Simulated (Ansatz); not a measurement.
**Decaying states in the gap of MgTe2H4Cl2**

Aim: relax a made-up compound, MgTe2H4Cl2, and see how good a tunnel barrier it would be. It is built by putting Te for O in the MgH4Cl2O2 structure of space group C2/m, with the volume rescaled by atomic radii. The parent structure comes from the Materials Project.

Main program and level: Ansatz 0.2.0; PBEsol DFT, plane waves, PAW files, in the first sound run; inputs show where later runs differ.

The structure was built from a prototype and need not be the compound's stable phase.

### 1. Starting point

Symmetry: C2/m, No. 12, monoclinic system. The conventional cell has a = 9.197 Å, b = 9.689 Å, c = 4.230 Å, α = 90.00°, β = 105.05°, γ = 90.00°. Nearest to Mg lie 2 Te at 2.34 Å and 4 Cl at 2.89 to 2.95 Å. Nearest to H lie 1 Te at 1.13 Å. Nearest to Cl lie 2 H at 2.51 Å and 2 Mg at 2.89 to 2.95 Å. Nearest to Te lie 2 H at 1.13 Å and 1 Mg at 2.34 Å. It derives from MgH4Cl2O2. Te for O in the MgH4Cl2O2 structure of space group C2/m. Farther neighbours and most contacts between anions are not listed.

### 2. Relaxing the new crystal

The substituted atoms don't fit the parent's cell, so cell and atoms relax together. A small smearing keeps the run stable in case the gap closes on the way.

Input file input.yaml:

```yaml
crystal:
  lattice:
    - [4.5985555296, -4.8443910351, 0.0]
    - [4.5985555296, 4.8443910351, 0.0]
    - [-1.0985467149, 0.0, 4.0850030521]
  atoms:
    - { symbol: Mg, position: [0.0, 0.0, 0.0] }
    - { symbol: H, position: [0.599036, 0.220059, 0.851125] }
    - { symbol: H, position: [0.779941, 0.400964, 0.148875] }
    - { symbol: H, position: [0.400964, 0.779941, 0.148875] }
    - { symbol: H, position: [0.220059, 0.599036, 0.851125] }
    - { symbol: Cl, position: [0.773239, 0.773239, 0.382506] }
    - { symbol: Cl, position: [0.226761, 0.226761, 0.617494] }
    - { symbol: Te, position: [0.758903, 0.241097, 0.0] }
    - { symbol: Te, position: [0.241097, 0.758903, 0.0] }
kpoints:
  mp_grid: { grid: [4, 4, 6] }
scf:
  occupations: { method: gaussian, width: 0.03 }
hamiltonian:
  xc: pbesol
output:
  forces: true
  stress: true
relax:
  f_tol: 0.02
  max_steps: 60
  cell: {}
```

The run is started by

```
> ansatz run input.yaml --threads 2 --pin off --max-ram 4096MiB --backend cpu --events-out ev --progress --plain --runs-dir out
```

Numbers of over 12 decimals in the logs are rounded to 6 here.

The log of the run:

```text
Engine: ansatz 0.2.0, x86_64-unknown-linux-gnu
Pseudopotentials: kind: paw
Pseudopotential: Mg, paw, valence charge 10, recommended cutoff 420 eV (normal), Mg.paw.azcp
Pseudopotential: H, paw, valence charge 1, recommended cutoff 420 eV (normal), H.paw.azcp
Pseudopotential: Cl, paw, valence charge 7, recommended cutoff 420 eV (normal), Cl.paw.azcp
Pseudopotential: Te, paw, valence charge 16, recommended cutoff 420 eV (normal), Te.paw.azcp
Functional definition: PBEsol
  exchange = pbesol_x
  correlation = pbesol_c
Crystal: 9 atoms, lattice volume = 182.005 Å³
Basis set: ecut = 420 eV, 3553 PW (Γ), exchange–correlation on 90×90×60 points (8 copies of the dense FFT grid, shifted against one another)
Bands: 39, of which v1, the nominal top of the filled ones, is band 30 counted from 1 (29 counted from 0)
Symmetry: 4 space group operations
Space group: C2/m (ITA 12), of the structure as read, at distance tolerance 5.7e-5 Å
k-points: 34 of 96
Non-local potential: Mg, projectors of the file, l = 0: 3, l = 1: 2, l = 2: 1
Non-local potential: H, projectors of the file, l = 0: 2, l = 1: 1
Non-local potential: Cl, projectors of the file, l = 0: 2, l = 1: 2, l = 2: 2
Non-local potential: Te, projectors of the file, l = 0: 2, l = 1: 2, l = 2: 2, l = 3: 2
PAW form: soft (Blöchl's): semilocal exchange-correlation on the pseudo side does not see the compensation charge
PAW frozen core: Mg, regenerated for the run's functional, and the local potential with it (the file was generated under x = pbe(κ = 0.804, μ = 0.219515), c = pbe(β = 0.066725))
PAW frozen core: Cl, regenerated for the run's functional, and the local potential with it (the file was generated under x = pbe(κ = 0.804, μ = 0.219515), c = pbe(β = 0.066725))
PAW frozen core: Te, regenerated for the run's functional, and the local potential with it (the file was generated under x = pbe(κ = 0.804, μ = 0.219515), c = pbe(β = 0.066725))
PAW one-centre angular grid: Mg, 110 points (default); XC on 64 Gauss nodes
PAW one-centre angular grid: H, 110 points (default); XC on 64 Gauss nodes
PAW one-centre angular grid: Cl, 110 points (default); XC on 64 Gauss nodes
PAW one-centre angular grid: Te, 590 points (default); XC on 64 Gauss nodes
Initial density: superposition of atomic densities (neutral atoms: chi_scale 0, normalization atom), corrected by the library's trained network
Initial wavefunctions: pseudopotential atomic-orbital guess
Functional: x = pbesol(κ = 0.804, μ = 0.123457), c = pbesol(β = 0.046)
SCF iter   1: F=—  HF=-17876.501542 eV  |F-HF|=—  |Δ(HF+E_count)|=         —  Δρ=7.19e-3  dr2=9.80e-2  ethr=1.77e-3  ⟨swp⟩=8.9  Hψ=7008  notcnv=0  defer=5
preconditioner: auto → Resta (q_TF=auto, 2.268 Å⁻¹)  ε∞=2.7  [insulator: Δε(μ)=3.983 eV  Ē_g=11.781 eV  σ=0.030 eV  W_gap=1.00  n_scr=40 (ndim 8)  ℏωp=15.6 eV  f_vac=0.142  D(μ)=0.00/eV (n_scr^D=0)  ε∞_Penn≈2.7]
SCF iter   2: F=—  HF=-17876.488857 eV  |F-HF|=—  |Δ(HF+E_count)|=   1.27e-2  Δρ=3.05e-3  dr2=1.33e-2  ethr=1.63e-4  ⟨swp⟩=2.9  Hψ=2841  notcnv=0  defer=63
SCF iter   3: F=—  HF=-17876.497768 eV  |F-HF|=—  |Δ(HF+E_count)|=   8.91e-3  Δρ=1.06e-3  dr2=2.01e-3  ethr=2.21e-5  ⟨swp⟩=2.1  Hψ=1962  notcnv=0  defer=63
SCF iter   4: F=—  HF=-17876.499509 eV  |F-HF|=—  |Δ(HF+E_count)|=   1.74e-3  Δρ=2.06e-4  dr2=1.07e-4  ethr=3.36e-6  ⟨swp⟩=2.0  Hψ=2050  notcnv=0  defer=63
SCF iter   5: F=—  HF=-17876.499563 eV  |F-HF|=—  |Δ(HF+E_count)|=   5.44e-5  Δρ=6.74e-5  dr2=1.05e-5  ethr=1.79e-7  ⟨swp⟩=2.0  Hψ=1744  notcnv=0  defer=63
SCF iter   6: F=—  HF=-17876.499567 eV  |F-HF|=—  |Δ(HF+E_count)|=   3.67e-6  Δρ=1.29e-5  dr2=4.02e-7  ethr=1.75e-8  ⟨swp⟩=2.0  Hψ=1940  notcnv=0  defer=63
SCF iter   7: F=-17876.499568 eV  HF=-17876.499568 eV  |F-HF|=7.10e-8  |Δ(HF+E_count)|=   8.18e-7  Δρ=4.45e-6  dr2=5.08e-8  ethr=1.67e-10  ⟨swp⟩=5.0  Hψ=4795  notcnv=0
SCF 1 converged in 7 iterations: F = -17876.499568 eV  dr2 = 5.08e-8
  greatest PAW one-centre occupation: 1.004 electrons in one spin orbital (limit 2), on the Te atom at site 8 (counted from 0), in its partial waves of l = 2
relax step   1: F+E_penalty+E_count = -17876.49956787 eV  Δ(F+E_penalty+E_count) = +0.000e0 eV  max|allowed force component| = 3.521e1 eV/Å  Δτ_max = 0.0000 Å  P = +47.178 GPa  Ω = 182.005 Å³  (7 SCF iters, dr2 threshold 1.00e-7 eV, accepted)
Crystal: 9 atoms, lattice volume = 189.040 Å³
Basis set: ecut = 420 eV, 3695 PW (Γ), exchange–correlation on 90×90×60 points (8 copies of the dense FFT grid, shifted against one another)
Initial density: handed on by an earlier stage of this run
Initial wavefunctions: those handed on with the density
iter 1 solved again at ethr=1.58e-3 eV; its pass at ethr=3.10e-3 eV (dr2=9.45e-1 eV) is discarded
SCF iter   1: F=—  HF=-17896.114317 eV  |F-HF|=—  |Δ(HF+E_count)|=         —  Δρ=2.94e-2  dr2=9.57e-1  ethr=1.58e-3  ⟨swp⟩=1.2  Hψ=7574  notcnv=0
preconditioner: auto → Resta (q_TF=auto, 2.253 Å⁻¹)  ε∞=2.9  [insulator: Δε(μ)=3.199 eV  Ē_g=11.035 eV  σ=0.030 eV  W_gap=1.00  n_scr=40 (ndim 8)  ℏωp=15.3 eV  f_vac=0.166  D(μ)=0.00/eV (n_scr^D=0)  ε∞_Penn≈2.9]
SCF iter   2: F=—  HF=-17895.911482 eV  |F-HF|=—  |Δ(HF+E_count)|=   2.03e-1  Δρ=1.38e-2  dr2=1.70e-1  ethr=1.58e-3  ⟨swp⟩=3.7  Hψ=2522  notcnv=0
SCF iter   3: F=—  HF=-17895.888275 eV  |F-HF|=—  |Δ(HF+E_count)|=   2.32e-2  Δρ=2.41e-3  dr2=6.46e-3  ethr=2.84e-4  ⟨swp⟩=3.0  Hψ=2408  notcnv=0  defer=108
SCF iter   4: F=—  HF=-17895.888055 eV  |F-HF|=—  |Δ(HF+E_count)|=   2.20e-4  Δρ=3.08e-4  dr2=3.74e-4  ethr=1.08e-5  ⟨swp⟩=2.1  Hψ=1981  notcnv=0  defer=108
SCF iter   5: F=—  HF=-17895.888447 eV  |F-HF|=—  |Δ(HF+E_count)|=   3.92e-4  Δρ=1.08e-4  dr2=4.48e-5  ethr=6.24e-7  ⟨swp⟩=2.0  Hψ=1984  notcnv=0  defer=108
SCF iter   6: F=—  HF=-17895.888522 eV  |F-HF|=—  |Δ(HF+E_count)|=   7.45e-5  Δρ=3.10e-5  dr2=3.03e-6  ethr=7.47e-8  ⟨swp⟩=2.0  Hψ=1928  notcnv=0  defer=108
SCF iter   7: F=-17895.888529 eV  HF=-17895.888528 eV  |F-HF|=8.94e-7  |Δ(HF+E_count)|=   6.06e-6  Δρ=1.08e-5  dr2=3.54e-7  ethr=1.50e-9  ⟨swp⟩=5.0  Hψ=4719  notcnv=0
SCF 2 converged in 7 iterations: F = -17895.888529 eV  dr2 = 3.54e-7
  greatest PAW one-centre occupation: 1.000 electrons in one spin orbital (limit 2), on the Mg atom at site 0 (counted from 0), in its partial waves of l = 1
relax step   2: F+E_penalty+E_count = -17895.88852851 eV  Δ(F+E_penalty+E_count) = -1.939e1 eV  max|allowed force component| = 5.640e0 eV/Å  Δτ_max = 0.1948 Å  P = +16.881 GPa  Ω = 189.040 Å³  energy of the carried Pulay correction = -5.293e-3 eV  (7 SCF iters, dr2 threshold 9.00e-7 eV, accepted)
Crystal: 9 atoms, lattice volume = 198.317 Å³
[...]
relax step  11: F+E_penalty+E_count = -17902.27859819 eV  Δ(F+E_penalty+E_count) = -1.894e-3 eV  max|allowed force component| = 8.046e-3 eV/Å  Δτ_max = 0.0278 Å  P = -0.010 GPa  Ω = 184.304 Å³  energy of the carried Pulay correction = -1.753e-3 eV  (7 SCF iters, dr2 threshold 1.25e-8 eV, accepted)
relax step  12: F+E_penalty+E_count = -17902.30219823 eV  Δ(F+E_penalty+E_count) = -2.360e-2 eV  max|allowed force component| = 8.176e-3 eV/Å  Δτ_max = 0.0000 Å  P = +0.069 GPa  Ω = 184.304 Å³  stress off target by 3.44e-1 GPa  SCF on the basis re-selected at this cell (its energy is not comparable with the rows above)  (7 SCF iters)
relax step  13: F+E_penalty+E_count = -17902.30432389 eV  Δ(F+E_penalty+E_count) = -2.126e-3 eV  max|allowed force component| = 1.219e-2 eV/Å  Δτ_max = 0.0129 Å  P = +0.099 GPa  Ω = 184.217 Å³  energy of the carried Pulay correction = +2.611e-5 eV  (5 SCF iters, dr2 threshold 2.96e-7 eV, accepted)
relax step  14: F+E_penalty+E_count = -17902.30119814 eV  Δ(F+E_penalty+E_count) = +3.126e-3 eV  max|allowed force component| = 2.170e-1 eV/Å  Δτ_max = 0.0657 Å  P = +0.317 GPa  Ω = 185.690 Å³  energy of the carried Pulay correction = -4.396e-4 eV  (7 SCF iters, dr2 threshold 2.15e-7 eV, rejected (line search))
relax step  15: F+E_penalty+E_count = -17902.30764562 eV  Δ(F+E_penalty+E_count) = -3.322e-3 eV  max|allowed force component| = 1.970e-2 eV/Å  Δτ_max = 0.0268 Å  P = -0.027 GPa  Ω = 186.098 Å³  energy of the carried Pulay correction = -5.625e-4 eV  (9 SCF iters, accepted)
relax step  16: F+E_penalty+E_count = -17902.30840257 eV  Δ(F+E_penalty+E_count) = -7.569e-4 eV  max|allowed force component| = 1.993e-2 eV/Å  Δτ_max = 0.0529 Å  P = +0.051 GPa  Ω = 186.231 Å³  energy of the carried Pulay correction = -6.137e-4 eV  (7 SCF iters, dr2 threshold 3.80e-8 eV, accepted)
relax step  17: F+E_penalty+E_count = -17902.30865769 eV  Δ(F+E_penalty+E_count) = -2.551e-4 eV  max|allowed force component| = 2.978e-2 eV/Å  Δτ_max = 0.0262 Å  P = -0.016 GPa  Ω = 186.503 Å³  energy of the carried Pulay correction = -7.016e-4 eV  (7 SCF iters, dr2 threshold 3.60e-8 eV, accepted)
relax step  18: F+E_penalty+E_count = -17902.30918897 eV  Δ(F+E_penalty+E_count) = -5.313e-4 eV  max|allowed force component| = 2.741e-2 eV/Å  Δτ_max = 0.0107 Å  P = -0.035 GPa  Ω = 186.096 Å³  energy of the carried Pulay correction = -5.729e-4 eV  (6 SCF iters, dr2 threshold 5.54e-8 eV, accepted)
relax step  19: F+E_penalty+E_count = -17902.30924468 eV  Δ(F+E_penalty+E_count) = -5.572e-5 eV  max|allowed force component| = 5.219e-4 eV/Å  Δτ_max = 0.0014 Å  P = +0.001 GPa  Ω = 186.090 Å³  energy of the carried Pulay correction = -5.708e-4 eV  (4 SCF iters, dr2 threshold 4.69e-8 eV, accepted)
Basis set: ecut = 420 eV, 3643 PW (Γ), exchange–correlation on 100×100×54 points (8 copies of the dense FFT grid, shifted against one another)
iter 1 solved again at ethr=4.98e-7 eV; its pass at ethr=3.10e-3 eV (dr2=2.99e-4 eV) is discarded
SCF iter   1: F=—  HF=-17902.308762 eV  |F-HF|=—  |Δ(HF+E_count)|=         —  Δρ=1.66e-4  dr2=1.65e-6  ethr=4.98e-7  ⟨swp⟩=3.3  Hψ=10566  notcnv=0
preconditioner: auto → Resta (q_TF=auto, 2.259 Å⁻¹)  ε∞=3.4  [insulator: Δε(μ)=1.203 eV  Ē_g=9.317 eV  σ=0.030 eV  W_gap=1.00  n_scr=34 (ndim 8)  ℏωp=14.4 eV  f_vac=0.071  D(μ)=0.00/eV (n_scr^D=0)  ε∞_Penn≈3.4]
SCF iter   2: F=—  HF=-17902.309736 eV  |F-HF|=—  |Δ(HF+E_count)|=   9.75e-4  Δρ=8.41e-5  dr2=4.12e-7  ethr=2.75e-9  ⟨swp⟩=2.1  Hψ=2142  notcnv=0
SCF iter   3: F=—  HF=-17902.310078 eV  |F-HF|=—  |Δ(HF+E_count)|=   3.42e-4  Δρ=4.78e-6  dr2=9.39e-9  ethr=6.86e-10  ⟨swp⟩=2.0  Hψ=2024  notcnv=0
SCF iter   4: F=—  HF=-17902.310078 eV  |F-HF|=—  |Δ(HF+E_count)|=   7.89e-7  Δρ=6.49e-7  dr2=5.55e-10  ethr=1.57e-11  ⟨swp⟩=2.0  Hψ=2089  notcnv=0
SCF iter   5: F=—  HF=-17902.310078 eV  |F-HF|=—  |Δ(HF+E_count)|=   4.80e-9  Δρ=1.67e-7  dr2=9.48e-11  ethr=1.00e-12  ⟨swp⟩=5.0  Hψ=5105  notcnv=0
SCF iter   6: F=-17902.310079 eV  HF=-17902.310079 eV  |F-HF|=1.46e-11  |Δ(HF+E_count)|=  4.73e-10  Δρ=5.22e-8  dr2=1.18e-11  ethr=1.00e-12  ⟨swp⟩=4.0  Hψ=4302  notcnv=0
SCF 20 converged in 6 iterations: F = -17902.310079 eV  dr2 = 1.18e-11
relax step  20: F+E_penalty+E_count = -17902.31007850 eV  Δ(F+E_penalty+E_count) = -8.338e-4 eV  max|allowed force component| = 4.021e-4 eV/Å  Δτ_max = 0.0000 Å  P = +0.001 GPa  Ω = 186.090 Å³  stress off target by 8.70e-3 GPa  SCF on the basis re-selected at this cell (its energy is not comparable with the rows above)  (6 SCF iters)
basis re-selected at this cell: Δ(F+E_penalty+E_count) = -8.338e-4 eV, ΔP = +0.000 GPa vs the last step (what re-selecting the basis moved, of the pressure what is left beyond the Pulay correction that the steps carried, after the strain that the cell walked since its last selection, with what the two solves' SCF thresholds leave and, on support functions, any second-order correction that the steps lacked; it is no measure of the basis error at this ecutwfc). The dense FFT grid was sized anew with the basis: this SCF ran on 50×50×27 points, the steps before it on 48×48×27, so part of this shift can come from that change (see relax.cell in the input reference). [rest of the remark cut]
SCF converged after 6 iterations
Free energy (F): -17902.310079 eV
Harris-Foulkes:  -17902.310079 eV  (|F-HF|=1.46e-11)
Internal energy: -17902.310079 eV  (E = F + TS)
E sigma→0 (E₀):  -17902.310079 eV
Fermi energy:    4.948273 eV
--- Per-component energies (eV) ---
  E_band       = -1102.583017
  E_kinetic    = 808.986793
  E_local      = -5806.823178  (includes V_loc(G=0)·N_el)
  E_nonlocal   = -454.967477
  E_hartree    = 2834.112176
  E_xc         = -519.616952
  E_vxc        = -530.235615  (∫ρ·V_xc dr)
  E_paw        = -10738.154588  (= ΣΔE_a)
  E_vpaw       = -787.763878  (= ΣTr[D̂ρ^β])
  E_aug_tail   = -0.004178  (compensation charges beyond the density's cutoff)
  E_ewald      = -4026.808031
  E_core_change = 0.965357  (= ΣΔE_core)
  E_smearing   = -0.000000  (= −TS)
  E_closure    = 0.000000  (closes the sum)
  Σ components = -17902.310079   (vs F -17902.310079, Δ=0.00e0)
--- Forces (eV/Å), atoms counted from 1 ---
  atom   1  Mg     0.00000000     0.00000000     0.00000000
  atom   2  H     -0.00035895     0.00025657    -0.00007297
  atom   3  H      0.00035895     0.00025657     0.00007297
  atom   4  H      0.00035895    -0.00025657     0.00007297
  atom   5  H     -0.00035895    -0.00025657    -0.00007297
  atom   6  Cl    -0.00017461     0.00000000     0.00038373
  atom   7  Cl     0.00017461    -0.00000000    -0.00038373
  atom   8  Te     0.00000000    -0.00040214     0.00000000
  atom   9  Te     0.00000000     0.00040214    -0.00000000
  max |Σ_I F_I| component: 8.13e-20 eV/Å
--- Stress (GPa, compression-positive) ---
       -0.003545       0.000000       0.001004
        0.000000       0.008696      -0.000000
        0.001004      -0.000000      -0.000942
  P = ⅓ Tr σ = 0.0014 GPa (0.014 kbar)
--- Relaxed structure (18 steps of the walk, 17 accepted, 2 SCFs on fresh bases) ---
  F+E_penalty+E_count = -17902.31007850 eV   max|allowed force component| = 4.021e-4 eV/Å   (the final SCF, on the basis selected at the relaxed cell)
  cell:  # Å, volume = 186.0905 Å³
    - [4.137535, -5.938106, 0.470331]
    - [4.137535, 5.938106, 0.470331]
    - [-0.570608, 0.0, 3.722217]
  atoms:
    - { symbol: Mg, position: [0, -5.581836546598141e-19, 4.747896623165207e-19] }
    - { symbol: H, position: [0.531733, 0.252630, 0.768469] }
    - { symbol: H, position: [0.747370, 0.468267, 0.231531] }
    - { symbol: H, position: [0.468267, 0.747370, 0.231531] }
    - { symbol: H, position: [0.252630, 0.531733, 0.768469] }
    - { symbol: Cl, position: [0.805801, 0.805801, 0.494814] }
    - { symbol: Cl, position: [0.194199, 0.194199, 0.505186] }
    - { symbol: Te, position: [0.734887, 0.265113, 0.0] }
    - { symbol: Te, position: [0.265113, 0.734887, 0.0] }
```

Wall time 2.3 min (2 threads of Intel Xeon Platinum 8488C (Sapphire Rapids), shared host); peak memory 0.61 GiB; 4.5 min of CPU time.

Step by step:

```tsv
step	energy less that of the first step (eV)	largest force component (eV/Å)	pressure (GPa)	volume (Å³)
1	0.0000	35.2098	47.18	182.00
2	-19.3890	5.6405	16.88	189.04
3	-22.9292	3.0048	7.52	198.32
4	-24.9197	0.7345	2.32	197.77
5	-25.4719	0.7059	2.16	188.97
6	-25.6900	0.5400	-0.75	193.42
7	-25.7142	0.2266	-0.48	191.65
8	-25.7460	0.1293	-0.01	187.52
9	-25.7661	0.0720	-0.04	185.78
10	-25.7771	0.0128	-0.03	185.13
11	-25.7790	0.0080	-0.01	184.30
12*	-25.8026	0.0082	0.07	184.30
13	-25.8048	0.0122	0.10	184.22
14	-25.8016	0.2170	0.32	185.69
15	-25.8081	0.0197	-0.03	186.10
16	-25.8088	0.0199	0.05	186.23
17	-25.8091	0.0298	-0.02	186.50
18	-25.8096	0.0274	-0.03	186.10
19	-25.8097	0.0005	0.00	186.09
20*	-25.8105	0.0004	0.00	186.09
```

Relaxation steps marked * repeat the geometry before them on a plane-wave basis chosen anew for their cell, so energy and pressure can jump there. Relaxation step 14 was tried and not accepted.

The run keeps the 4 symmetry operations that it works with, so distortions that break them were not tested.

```tsv
cell as run	before	after	change
a (Å)	6.679	7.253	+8.6 %
b (Å)	6.679	7.253	+8.6 %
c (Å)	4.230	3.766	-11.0 %
α (°)	100.30	91.28	-9.0 %
β (°)	100.30	91.28	-9.0 %
γ (°)	92.98	109.92	+18.2 %
volume (Å³/atom)	20.22	20.68	+2.2 %
```

The atoms that moved most (Å, as changes of fractional coordinates times the final cell):

```tsv
atom	dx	dy	dz	length
H3	0.097	0.593	0.324	0.683
H2	-0.097	0.593	-0.324	0.683
H5	-0.097	-0.593	-0.324	0.683
H4	0.097	-0.593	0.324	0.683
Cl6	0.205	0.000	0.449	0.493
Cl7	-0.205	0.000	-0.449	0.493
Te8	0.000	0.285	0.000	0.285
Te9	0.000	-0.285	0.000	0.285
```

This step gave:

- free energy: -17902.3101 eV
- Fermi energy: 4.948 eV
- pressure: 0.001403 GPa

The largest force component on a free atom ends at 4.0e-4 eV/Å.

(Continued in part 2 of 3.)

[Logs are printed without paths, hosts, clocks, repeated set-up lines and the standing remarks that a program may print on its own settings, such as how far it seeks lower states.]

[Hosts, paths, dates, database ids (printed as entryN), source tags and the programs' standing remarks are cut or masked in the printed files.]
